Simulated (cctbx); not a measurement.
## What is wrong with this refinement?

Cell a = 6.1310 Å, b = 6.1310 Å, c = 6.1310 Å, α = 90.00°, β = 90.00°, γ = 90.00°; space group P-43m (no. 215). The compound is V3In4Bi.

Simulated single-crystal data (cctbx): Mo Kα, λ = 0.71073 Å, to d = 0.65 Å, 50 % of the full sphere, strongest reflection 20000 counts, noise from counting, a 1.5 % proportional error and a noise floor of 15 counts (s.d.); no absorption.

An anisotropic refinement with weights 1/σ² prints:

```text
Rint 0.025, 198 unique reflections to 0.65 A
cycle     R1     wR2    GooF  max shift (A)
   1  0.1879  0.4064  27.667   0.02031
   2  0.1826  0.3768  25.654   0.00039
final R1 0.1821 wR2 0.3768 GooF 25.653  parameters 4  data/parameter 49.5
atom        x        y        z      Ueq    occ   su(xyz)  su(Uiso or U11)
Bi1    0.00000  0.00000  0.00000  -0.0027  1.000  0.00000  0.0013  NPD
In1    0.73885  0.73885  0.26115  -0.0007  1.000  0.00068  0.0014  NPD
difference map: max 91.57 min -27.11 rms 4.13
Q1    0.0000  0.5000  0.5000    3   91.57  2.62 A from In1
Q2    0.5000  0.5000  0.5000    1   44.46  2.54 A from In1
Q3    0.2527  0.2527  0.2527    4   42.54  0.09 A from In1
Q4    0.0000  0.0000  0.5000    3   37.69  2.70 A from In1
Q5    0.0000  0.0000  0.0000    1   29.09  0.00 A from Bi1
Q6    0.1534  0.5000  0.5000    6    4.47  2.17 A from In1
```

Q: Accept it or mend it, and why?

Mend it. The fault: an atom left out, V at (0, 1/2, 1/2). Against the right model at the same level, R1 goes from 0.0065 to 0.1821 and GooF from 0.86 to 25.65, U of In1 shrinks from 0.0041 to -0.0007 Å², U of Bi1 shrinks from 0.0036 to -0.0027 Å², the top difference peak, 91.6 e/Å³, lies 2.62 Å from In1 and Bi1 and In1 go non-positive-definite. Q1 is the missing atom. With scattering power missing, scale and phases suffer, so peaks may also grow on the heavy atoms.

The compound is V3In4Bi. The right model at the same level gives:

```text
Rint 0.025, 198 unique reflections to 0.65 A
cycle     R1     wR2    GooF  max shift (A)
   1  0.0065  0.0126   0.865   0.00006
final R1 0.0065 wR2 0.0126 GooF 0.863  parameters 6  data/parameter 33.0
atom        x        y        z      Ueq    occ   su(xyz)  su(Uiso or U11)
Bi1    0.00000  0.00000  0.00000   0.0036  1.000  0.00000  0.0001
In1    0.73698  0.73698  0.26302   0.0041  1.000  0.00004  0.0001
V1     0.00000  0.50000  0.50000   0.0071  1.000  0.00000  0.0003
Flack x: -0.003(8)
Hooft y: 0.001(5)  Bijvoet pairs: 78
difference map: max 0.65 min -0.52 rms 0.13
Q1    0.0000  0.0000  0.5000    3    0.65  2.70 A from In1
Q2    0.5000  0.5000  0.5000    1    0.63  2.52 A from In1
Q3    0.0000  0.0000  0.0000    1    0.59  0.00 A from Bi1
Q4    0.0000  0.5000  0.5000    3    0.47  0.00 A from V1
Q5    0.1887  0.1887  0.2911   12    0.39  0.67 A from In1
Q6    0.3071  0.3071  0.6929    4    0.38  2.52 A from V1
```

The model was made for the exercise: a known structure type with other elements put in, its volume estimated, not relaxed; displacement parameters are assumed.

[Middle refinement cycles are left out of these outputs.]

[Logs are printed without paths, hosts, clocks, repeated set-up lines and the standing remarks that a program may print on its own settings, such as how far it seeks lower states.]
